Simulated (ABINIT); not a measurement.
# SnGeSe3 (Pm-3m): zone-centre phonons, part 3 of 3

Aim: the zone-centre modes of SnGeSe3 (Pm-3m).

ABINIT 10.8.3; DFT LDA, scalar-relativistic, plane waves, HGH norm-conserving pseudopotentials.

So far. Step 5 (Ground state): The cell stands at -1.1 GPa: the relaxation ran with a smoothed and higher cutoff, and the difference is a stress of the finite basis. Step 6 (Linear response at Γ): The acoustic modes at Γ come out as far as 3.1 cm⁻¹ from zero, where they should vanish, a small numerical error. The lowest optical mode is imaginary, 111i cm⁻¹, an instability at this level and on this k mesh. The relaxed cell has a = 4.915 Å (conventional setting).

The structure was built from a prototype and need not be the compound's stable phase.

## 7. Modes with the sum rule

anaddb reads the merged derivatives and imposes the acoustic sum rule.

Input file anaddb.abi:

```
ddb_filepath "gamma_DDB"
output_file "anaddb.abo"
outdata_prefix "anaddb"
asr 1
chneut 1
enunit 2
eivec 1
nph1l 1
qph1l 0.0 0.0 0.0 1.0
```

Input file mrgddb.in:

```
gamma_DDB
merged
2
dfpt_gammao_DDB
gso_DDB
```

The run is started by

```sh
mrgddb < mrgddb.in > mrgddb.log
OMP_NUM_THREADS=1 anaddb anaddb.abi > anaddb.log
```

anaddb.abo, the main output file:

```text
-outvars_anaddb: echo values of input variables ----------------------

 Miscellaneous information :
      enunit         2
       eivec         1
         asr         1
 First list of wavevector (reduced coord.) :
       nph1l         1
       qph1l
                     0.00000000E+00  0.00000000E+00  0.00000000E+00    1.000E+00

================================================================================

 read the DDB information and perform some checks

  ==== Info on the Cryst% object ====
 Real(R)+Recip(G) space primitive vectors, cartesian coordinates (Bohr,Bohr^-1):
 R(1)=  9.2886529  0.0000000  0.0000000  G(1)=  0.1076582  0.0000000  0.0000000
 R(2)=  0.0000000  9.2886529  0.0000000  G(2)=  0.0000000  0.1076582  0.0000000
 R(3)=  0.0000000  0.0000000  9.2886529  G(3)=  0.0000000  0.0000000  0.1076582
 Unit cell volume ucvol=  8.0141637E+02 bohr^3
 Angles (23,13,12)=  9.00000000E+01  9.00000000E+01  9.00000000E+01 degrees
 Time-reversal symmetry is present
 Reduced atomic positions [iatom, xred, symbol]:
    1)    0.0000000  0.0000000  0.0000000  Sn
    2)    0.5000000  0.5000000  0.5000000  Ge
    3)    0.5000000  0.5000000  0.0000000  Se
    4)    0.5000000  0.0000000  0.5000000  Se
    5)    0.0000000  0.5000000  0.5000000  Se

 DDB file with 3 blocks has been read.

================================================================================

 Treat the first list of vectors

  Phonon wavevector (reduced coordinates) :  0.00000  0.00000  0.00000
 Phonon energies in Hartree :
  -5.043574E-04 -5.043574E-04 -5.043574E-04 -3.287460E-04 -3.287460E-04
  -3.287460E-04 -2.182231E-04 -2.182231E-04 -2.182231E-04  0.000000E+00
   0.000000E+00  0.000000E+00  9.362452E-04  9.362452E-04  9.362452E-04
 Phonon energies in meV     :
- -1.372426E+01 -1.372426E+01 -1.372426E+01 -8.945634E+00 -8.945634E+00
- -8.945634E+00 -5.938154E+00 -5.938154E+00 -5.938154E+00  0.000000E+00
-  0.000000E+00  0.000000E+00  2.547653E+01  2.547653E+01  2.547653E+01
 Phonon frequencies in cm-1    :
- -1.106936E+02 -1.106936E+02 -1.106936E+02 -7.215140E+01 -7.215140E+01
- -7.215140E+01 -4.789444E+01 -4.789444E+01 -4.789444E+01  0.000000E+00
-  0.000000E+00  0.000000E+00  2.054821E+02  2.054821E+02  2.054821E+02
 Phonon frequencies in Thz     :
- -3.318512E+00 -3.318512E+00 -3.318512E+00 -2.163045E+00 -2.163045E+00
- -2.163045E+00 -1.435839E+00 -1.435839E+00 -1.435839E+00  0.000000E+00
-  0.000000E+00  0.000000E+00  6.160197E+00  6.160197E+00  6.160197E+00
 Phonon energies in Kelvin  :
- -1.592635E+02 -1.592635E+02 -1.592635E+02 -1.038098E+02 -1.038098E+02
- -1.038098E+02 -6.890941E+01 -6.890941E+01 -6.890941E+01  0.000000E+00
-  0.000000E+00  0.000000E+00  2.956428E+02  2.956428E+02  2.956428E+02

 Eigendisplacements
 (will be given, for each mode : in cartesian coordinates
   for each atom the real part of the displacement vector,
   then the imaginary part of the displacement vector - absolute values smaller than 1.0d-7 are set to zero)
  Mode number    1   Energy   -5.043574E-04
 Attention : low frequency mode.
   (Could be unstable or acoustic mode)
-  1  0.00000000E+00  0.00000000E+00 -1.35601456E-03
-     0.00000000E+00  0.00000000E+00  0.00000000E+00
-  2  0.00000000E+00  0.00000000E+00 -7.43862556E-04
-     0.00000000E+00  0.00000000E+00  0.00000000E+00
-  3  0.00000000E+00  0.00000000E+00  1.19311339E-05
-     0.00000000E+00  0.00000000E+00  0.00000000E+00
-  4  0.00000000E+00  0.00000000E+00  1.35538587E-03
-     0.00000000E+00  0.00000000E+00  0.00000000E+00
-  5  0.00000000E+00  0.00000000E+00  1.35538587E-03
-     0.00000000E+00  0.00000000E+00  0.00000000E+00
  Mode number    2   Energy   -5.043574E-04
 Attention : low frequency mode.
   (Could be unstable or acoustic mode)
-  1  0.00000000E+00 -1.35601456E-03  0.00000000E+00
-     0.00000000E+00  0.00000000E+00  0.00000000E+00
-  2  0.00000000E+00 -7.43862556E-04  0.00000000E+00
-     0.00000000E+00  0.00000000E+00  0.00000000E+00
-  3  0.00000000E+00  1.35538587E-03  0.00000000E+00
-     0.00000000E+00  0.00000000E+00  0.00000000E+00
-  4  0.00000000E+00  1.19311339E-05  0.00000000E+00
-     0.00000000E+00  0.00000000E+00  0.00000000E+00
-  5  0.00000000E+00  1.35538587E-03  0.00000000E+00
-     0.00000000E+00  0.00000000E+00  0.00000000E+00
  Mode number    3   Energy   -5.043574E-04
 Attention : low frequency mode.
   (Could be unstable or acoustic mode)
-  1  1.35601456E-03  0.00000000E+00  0.00000000E+00
-     0.00000000E+00  0.00000000E+00  0.00000000E+00
-  2  7.43862556E-04  0.00000000E+00  0.00000000E+00
-     0.00000000E+00  0.00000000E+00  0.00000000E+00
-  3 -1.35538587E-03  0.00000000E+00  0.00000000E+00
-     0.00000000E+00  0.00000000E+00  0.00000000E+00
-  4 -1.35538587E-03  0.00000000E+00  0.00000000E+00
-     0.00000000E+00  0.00000000E+00  0.00000000E+00
-  5 -1.19311339E-05  0.00000000E+00  0.00000000E+00
-     0.00000000E+00  0.00000000E+00  0.00000000E+00
  Mode number    4   Energy   -3.287460E-04
 Attention : low frequency mode.
   (Could be unstable or acoustic mode)
-  1  0.00000000E+00  0.00000000E+00  0.00000000E+00
-     0.00000000E+00  0.00000000E+00  0.00000000E+00
-  2  0.00000000E+00  0.00000000E+00  0.00000000E+00
-     0.00000000E+00  0.00000000E+00  0.00000000E+00
-  3  0.00000000E+00  0.00000000E+00  0.00000000E+00
-     0.00000000E+00  0.00000000E+00  0.00000000E+00
-  4  0.00000000E+00  0.00000000E+00  1.86380890E-03
-     0.00000000E+00  0.00000000E+00  0.00000000E+00
-  5  0.00000000E+00  0.00000000E+00 -1.86380890E-03
-     0.00000000E+00  0.00000000E+00  0.00000000E+00
  Mode number    5   Energy   -3.287460E-04
 Attention : low frequency mode.
   (Could be unstable or acoustic mode)
-  1  0.00000000E+00  0.00000000E+00  0.00000000E+00
-     0.00000000E+00  0.00000000E+00  0.00000000E+00
-  2  0.00000000E+00  0.00000000E+00  0.00000000E+00
-     0.00000000E+00  0.00000000E+00  0.00000000E+00
-  3  0.00000000E+00 -1.86380890E-03  0.00000000E+00
-     0.00000000E+00  0.00000000E+00  0.00000000E+00
-  4  0.00000000E+00  0.00000000E+00  0.00000000E+00
-     0.00000000E+00  0.00000000E+00  0.00000000E+00
-  5  0.00000000E+00  1.86380890E-03  0.00000000E+00
-     0.00000000E+00  0.00000000E+00  0.00000000E+00
  Mode number    6   Energy   -3.287460E-04
 Attention : low frequency mode.
   (Could be unstable or acoustic mode)
-  1  0.00000000E+00  0.00000000E+00  0.00000000E+00
-     0.00000000E+00  0.00000000E+00  0.00000000E+00
-  2  0.00000000E+00  0.00000000E+00  0.00000000E+00
-     0.00000000E+00  0.00000000E+00  0.00000000E+00
-  3  1.86380890E-03  0.00000000E+00  0.00000000E+00
-     0.00000000E+00  0.00000000E+00  0.00000000E+00
-  4 -1.86380890E-03  0.00000000E+00  0.00000000E+00
-     0.00000000E+00  0.00000000E+00  0.00000000E+00
-  5  0.00000000E+00  0.00000000E+00  0.00000000E+00
-     0.00000000E+00  0.00000000E+00  0.00000000E+00
  Mode number    7   Energy   -2.182231E-04
 Attention : low frequency mode.
   (Could be unstable or acoustic mode)
-  1  0.00000000E+00  0.00000000E+00  1.22453713E-03
-     0.00000000E+00  0.00000000E+00  0.00000000E+00
-  2  0.00000000E+00  0.00000000E+00 -1.91931794E-03
-     0.00000000E+00  0.00000000E+00  0.00000000E+00
-  3  0.00000000E+00  0.00000000E+00 -9.57621298E-04
-     0.00000000E+00  0.00000000E+00  0.00000000E+00
-  4  0.00000000E+00  0.00000000E+00  4.40814317E-04
-     0.00000000E+00  0.00000000E+00  0.00000000E+00
-  5  0.00000000E+00  0.00000000E+00  4.40814317E-04
-     0.00000000E+00  0.00000000E+00  0.00000000E+00
  Mode number    8   Energy   -2.182231E-04
 Attention : low frequency mode.
   (Could be unstable or acoustic mode)
-  1  0.00000000E+00 -1.22453713E-03  0.00000000E+00
-     0.00000000E+00  0.00000000E+00  0.00000000E+00
-  2  0.00000000E+00  1.91931794E-03  0.00000000E+00
-     0.00000000E+00  0.00000000E+00  0.00000000E+00
-  3  0.00000000E+00 -4.40814317E-04  0.00000000E+00
-     0.00000000E+00  0.00000000E+00  0.00000000E+00
-  4  0.00000000E+00  9.57621298E-04  0.00000000E+00
-     0.00000000E+00  0.00000000E+00  0.00000000E+00
-  5  0.00000000E+00 -4.40814317E-04  0.00000000E+00
-     0.00000000E+00  0.00000000E+00  0.00000000E+00
  Mode number    9   Energy   -2.182231E-04
 Attention : low frequency mode.
   (Could be unstable or acoustic mode)
-  1  1.22453713E-03  0.00000000E+00  0.00000000E+00
-     0.00000000E+00  0.00000000E+00  0.00000000E+00
-  2 -1.91931794E-03  0.00000000E+00  0.00000000E+00
-     0.00000000E+00  0.00000000E+00  0.00000000E+00
-  3  4.40814317E-04  0.00000000E+00  0.00000000E+00
-     0.00000000E+00  0.00000000E+00  0.00000000E+00
-  4  4.40814317E-04  0.00000000E+00  0.00000000E+00
-     0.00000000E+00  0.00000000E+00  0.00000000E+00
-  5 -9.57621298E-04  0.00000000E+00  0.00000000E+00
-     0.00000000E+00  0.00000000E+00  0.00000000E+00
  Mode number   10   Energy    0.000000E+00
 Attention : low frequency mode.
   (Could be unstable or acoustic mode)
-  1  0.00000000E+00  0.00000000E+00  1.13186399E-03
-     0.00000000E+00  0.00000000E+00  0.00000000E+00
-  2  0.00000000E+00  0.00000000E+00  1.13188111E-03
-     0.00000000E+00  0.00000000E+00  0.00000000E+00
-  3  0.00000000E+00  0.00000000E+00  1.13187615E-03
-     0.00000000E+00  0.00000000E+00  0.00000000E+00
-  4  0.00000000E+00  0.00000000E+00  1.13186682E-03
-     0.00000000E+00  0.00000000E+00  0.00000000E+00
-  5  0.00000000E+00  0.00000000E+00  1.13186682E-03
-     0.00000000E+00  0.00000000E+00  0.00000000E+00
  Mode number   11   Energy    0.000000E+00
 Attention : low frequency mode.
   (Could be unstable or acoustic mode)
-  1  0.00000000E+00  1.13186399E-03  0.00000000E+00
-     0.00000000E+00  0.00000000E+00  0.00000000E+00
-  2  0.00000000E+00  1.13188111E-03  0.00000000E+00
-     0.00000000E+00  0.00000000E+00  0.00000000E+00
-  3  0.00000000E+00  1.13186682E-03  0.00000000E+00
-     0.00000000E+00  0.00000000E+00  0.00000000E+00
-  4  0.00000000E+00  1.13187615E-03  0.00000000E+00
-     0.00000000E+00  0.00000000E+00  0.00000000E+00
-  5  0.00000000E+00  1.13186682E-03  0.00000000E+00
-     0.00000000E+00  0.00000000E+00  0.00000000E+00
  Mode number   12   Energy    0.000000E+00
 Attention : low frequency mode.
   (Could be unstable or acoustic mode)
-  1  1.13186399E-03  0.00000000E+00  0.00000000E+00
-     0.00000000E+00  0.00000000E+00  0.00000000E+00
-  2  1.13188111E-03  0.00000000E+00  0.00000000E+00
-     0.00000000E+00  0.00000000E+00  0.00000000E+00
-  3  1.13186682E-03  0.00000000E+00  0.00000000E+00
-     0.00000000E+00  0.00000000E+00  0.00000000E+00
-  4  1.13186682E-03  0.00000000E+00  0.00000000E+00
-     0.00000000E+00  0.00000000E+00  0.00000000E+00
-  5  1.13187615E-03  0.00000000E+00  0.00000000E+00
-     0.00000000E+00  0.00000000E+00  0.00000000E+00
  Mode number   13   Energy    9.362452E-04
-  1  0.00000000E+00  0.00000000E+00  4.23572918E-05
-     0.00000000E+00  0.00000000E+00  0.00000000E+00
-  2  0.00000000E+00  0.00000000E+00  1.42719611E-03
-     0.00000000E+00  0.00000000E+00  0.00000000E+00
-  3  0.00000000E+00  0.00000000E+00 -2.17927573E-03
-     0.00000000E+00  0.00000000E+00  0.00000000E+00
-  4  0.00000000E+00  0.00000000E+00  4.01588085E-04
-     0.00000000E+00  0.00000000E+00  0.00000000E+00
-  5  0.00000000E+00  0.00000000E+00  4.01588085E-04
-     0.00000000E+00  0.00000000E+00  0.00000000E+00
  Mode number   14   Energy    9.362452E-04
-  1  0.00000000E+00 -4.23572918E-05  0.00000000E+00
-     0.00000000E+00  0.00000000E+00  0.00000000E+00
-  2  0.00000000E+00 -1.42719611E-03  0.00000000E+00
-     0.00000000E+00  0.00000000E+00  0.00000000E+00
-  3  0.00000000E+00 -4.01588085E-04  0.00000000E+00
-     0.00000000E+00  0.00000000E+00  0.00000000E+00
-  4  0.00000000E+00  2.17927573E-03  0.00000000E+00
-     0.00000000E+00  0.00000000E+00  0.00000000E+00
-  5  0.00000000E+00 -4.01588085E-04  0.00000000E+00
-     0.00000000E+00  0.00000000E+00  0.00000000E+00
  Mode number   15   Energy    9.362452E-04
-  1  4.23572918E-05  0.00000000E+00  0.00000000E+00
-     0.00000000E+00  0.00000000E+00  0.00000000E+00
-  2  1.42719611E-03  0.00000000E+00  0.00000000E+00
-     0.00000000E+00  0.00000000E+00  0.00000000E+00
-  3  4.01588085E-04  0.00000000E+00  0.00000000E+00
-     0.00000000E+00  0.00000000E+00  0.00000000E+00
-  4  4.01588085E-04  0.00000000E+00  0.00000000E+00
-     0.00000000E+00  0.00000000E+00  0.00000000E+00
-  5 -2.17927573E-03  0.00000000E+00  0.00000000E+00
-     0.00000000E+00  0.00000000E+00  0.00000000E+00

 Analysis of degeneracies and characters (maximum tolerance=1.00E-06 a.u.)
 For each vibration mode, or group of modes if degenerate,
 the characters are given for each symmetry operation (see the list in the log file).
 Symmetry characters of vibration mode #   1
       degenerate with vibration modes #   2 to    3
  3.0 -3.0 -1.0  1.0 -1.0  1.0 -1.0  1.0  1.0 -1.0 -1.0  1.0  1.0 -1.0 -1.0  1.0
 -0.0  0.0 -0.0  0.0  0.0 -0.0  0.0 -0.0  1.0 -1.0 -1.0  1.0 -1.0  1.0  1.0 -1.0
 -0.0  0.0  0.0 -0.0  0.0 -0.0 -0.0  0.0  1.0 -1.0  1.0 -1.0 -1.0  1.0 -1.0  1.0
 Symmetry characters of vibration mode #   4
       degenerate with vibration modes #   5 to    6
  3.0 -3.0 -1.0  1.0 -1.0  1.0 -1.0  1.0 -1.0  1.0  1.0 -1.0 -1.0  1.0  1.0 -1.0
  0.0 -0.0  0.0 -0.0 -0.0  0.0 -0.0  0.0 -1.0  1.0  1.0 -1.0  1.0 -1.0 -1.0  1.0
  0.0 -0.0 -0.0  0.0 -0.0  0.0  0.0 -0.0 -1.0  1.0 -1.0  1.0  1.0 -1.0  1.0 -1.0
 Symmetry characters of vibration mode #   7
       degenerate with vibration modes #   8 to    9
  3.0 -3.0 -1.0  1.0 -1.0  1.0 -1.0  1.0  1.0 -1.0 -1.0  1.0  1.0 -1.0 -1.0  1.0
 -0.0  0.0 -0.0  0.0  0.0 -0.0  0.0 -0.0  1.0 -1.0 -1.0  1.0 -1.0  1.0  1.0 -1.0
 -0.0  0.0  0.0 -0.0  0.0 -0.0 -0.0  0.0  1.0 -1.0  1.0 -1.0 -1.0  1.0 -1.0  1.0
 Symmetry characters of vibration mode #  10
       degenerate with vibration modes #  11 to   12
  3.0 -3.0 -1.0  1.0 -1.0  1.0 -1.0  1.0  1.0 -1.0 -1.0  1.0  1.0 -1.0 -1.0  1.0
 -0.0  0.0  0.0 -0.0  0.0 -0.0 -0.0  0.0  1.0 -1.0 -1.0  1.0 -1.0  1.0  1.0 -1.0
 -0.0  0.0  0.0 -0.0 -0.0  0.0  0.0 -0.0  1.0 -1.0  1.0 -1.0 -1.0  1.0 -1.0  1.0
 Symmetry characters of vibration mode #  13
       degenerate with vibration modes #  14 to   15
  3.0 -3.0 -1.0  1.0 -1.0  1.0 -1.0  1.0  1.0 -1.0 -1.0  1.0  1.0 -1.0 -1.0  1.0
  0.0 -0.0  0.0 -0.0 -0.0  0.0 -0.0  0.0  1.0 -1.0 -1.0  1.0 -1.0  1.0  1.0 -1.0
  0.0 -0.0 -0.0  0.0 -0.0  0.0  0.0 -0.0  1.0 -1.0  1.0 -1.0 -1.0  1.0 -1.0  1.0
-
```

It took 0.5 s on 1 thread of Arm Neoverse V1, shared host.

No LO-TO term; unit eigenvectors of the mass-weighted matrix, from anaddb's displacements. Modes at Γ, with each element's share of the kinetic energy (negative means imaginary):

```tsv
mode	frequency (cm⁻¹)	symmetry	Sn %	Ge %	Se %
1	-110.7	T1u	40	7	53
2	-110.7	T1u	40	7	53
3	-110.7	T1u	40	7	53
4	-72.2	T2u	0	0	100
5	-72.2	T2u	0	0	100
6	-72.2	T2u	0	0	100
7	-47.9	T1u	32	49	19
8	-47.9	T1u	32	49	19
9	-47.9	T1u	32	49	19
10	0.0	acoustic	28	17	55
11	0.0	acoustic	28	17	55
12	0.0	acoustic	28	17	55
13	205.5	T1u	0	27	73
14	205.5	T1u	0	27	73
15	205.5	T1u	0	27	73
```

Displacements in mode 2 (-110.7 cm⁻¹), the largest set to 1:
```
Sn1  0.00 -1.00  0.00
Ge2  0.00 -0.55  0.00
Se3  0.00  1.00  0.00
Se4  0.00  0.01  0.00
Se5  0.00  1.00  0.00
```

Displacements in mode 5 (-72.2 cm⁻¹), the largest set to 1:
```
Sn1  0.00  0.00  0.00
Ge2  0.00  0.00  0.00
Se3  0.00 -1.00  0.00
Se4  0.00  0.00  0.00
Se5  0.00  1.00  0.00
```

The rule moves no optical mode by more than 0.2 cm⁻¹.

## 8. What came out

```json
{
 "space group after relaxation": "Pm-3m",
 "volume per atom": "23.8 Å³",
 "highest optical zone-centre mode (no LO-TO term)": "205.5 cm⁻¹",
 "lowest optical zone-centre mode": "-110.7 cm⁻¹",
 "imaginary optical modes at the zone centre (no q mesh in this session)": "yes"
}
```

**Reading.** At the LDA level the optical modes of SnGeSe3 (Pm-3m) at the zone centre run from 111i to 205 cm⁻¹, so the structure is a saddle point, with 9 modes beyond 10i cm⁻¹ there. The base run prints -1.1 GPa, mostly the error of a finite basis; the relaxation, with a smoothed and higher cutoff, had brought the cell to rest. These are harmonic frequencies: anharmonic shifts and widths and the lattice's thermal expansion are left out. The Fermi-Dirac smearing of 0.01 Ha is an electronic temperature of 3158 K, which adds a pressure of its own and can shift the volume and soft modes. The HGH files keep few electrons and have no core correction, which is cheap but rough for Ge and Sn. In a metal the frequencies hang on the k mesh and the smearing, most of all near Kohn anomalies. The structure is a hypothetical one, built on a prototype.

[Host names and launcher messages were left out of these logs when they were recorded.]

[Logs are printed without paths, hosts, clocks, repeated set-up lines and the standing remarks that a program may print on its own settings, such as how far it seeks lower states.]

[Hosts, paths, dates, database ids (printed as entryN), source tags and the programs' standing remarks are cut or masked in the printed files.]
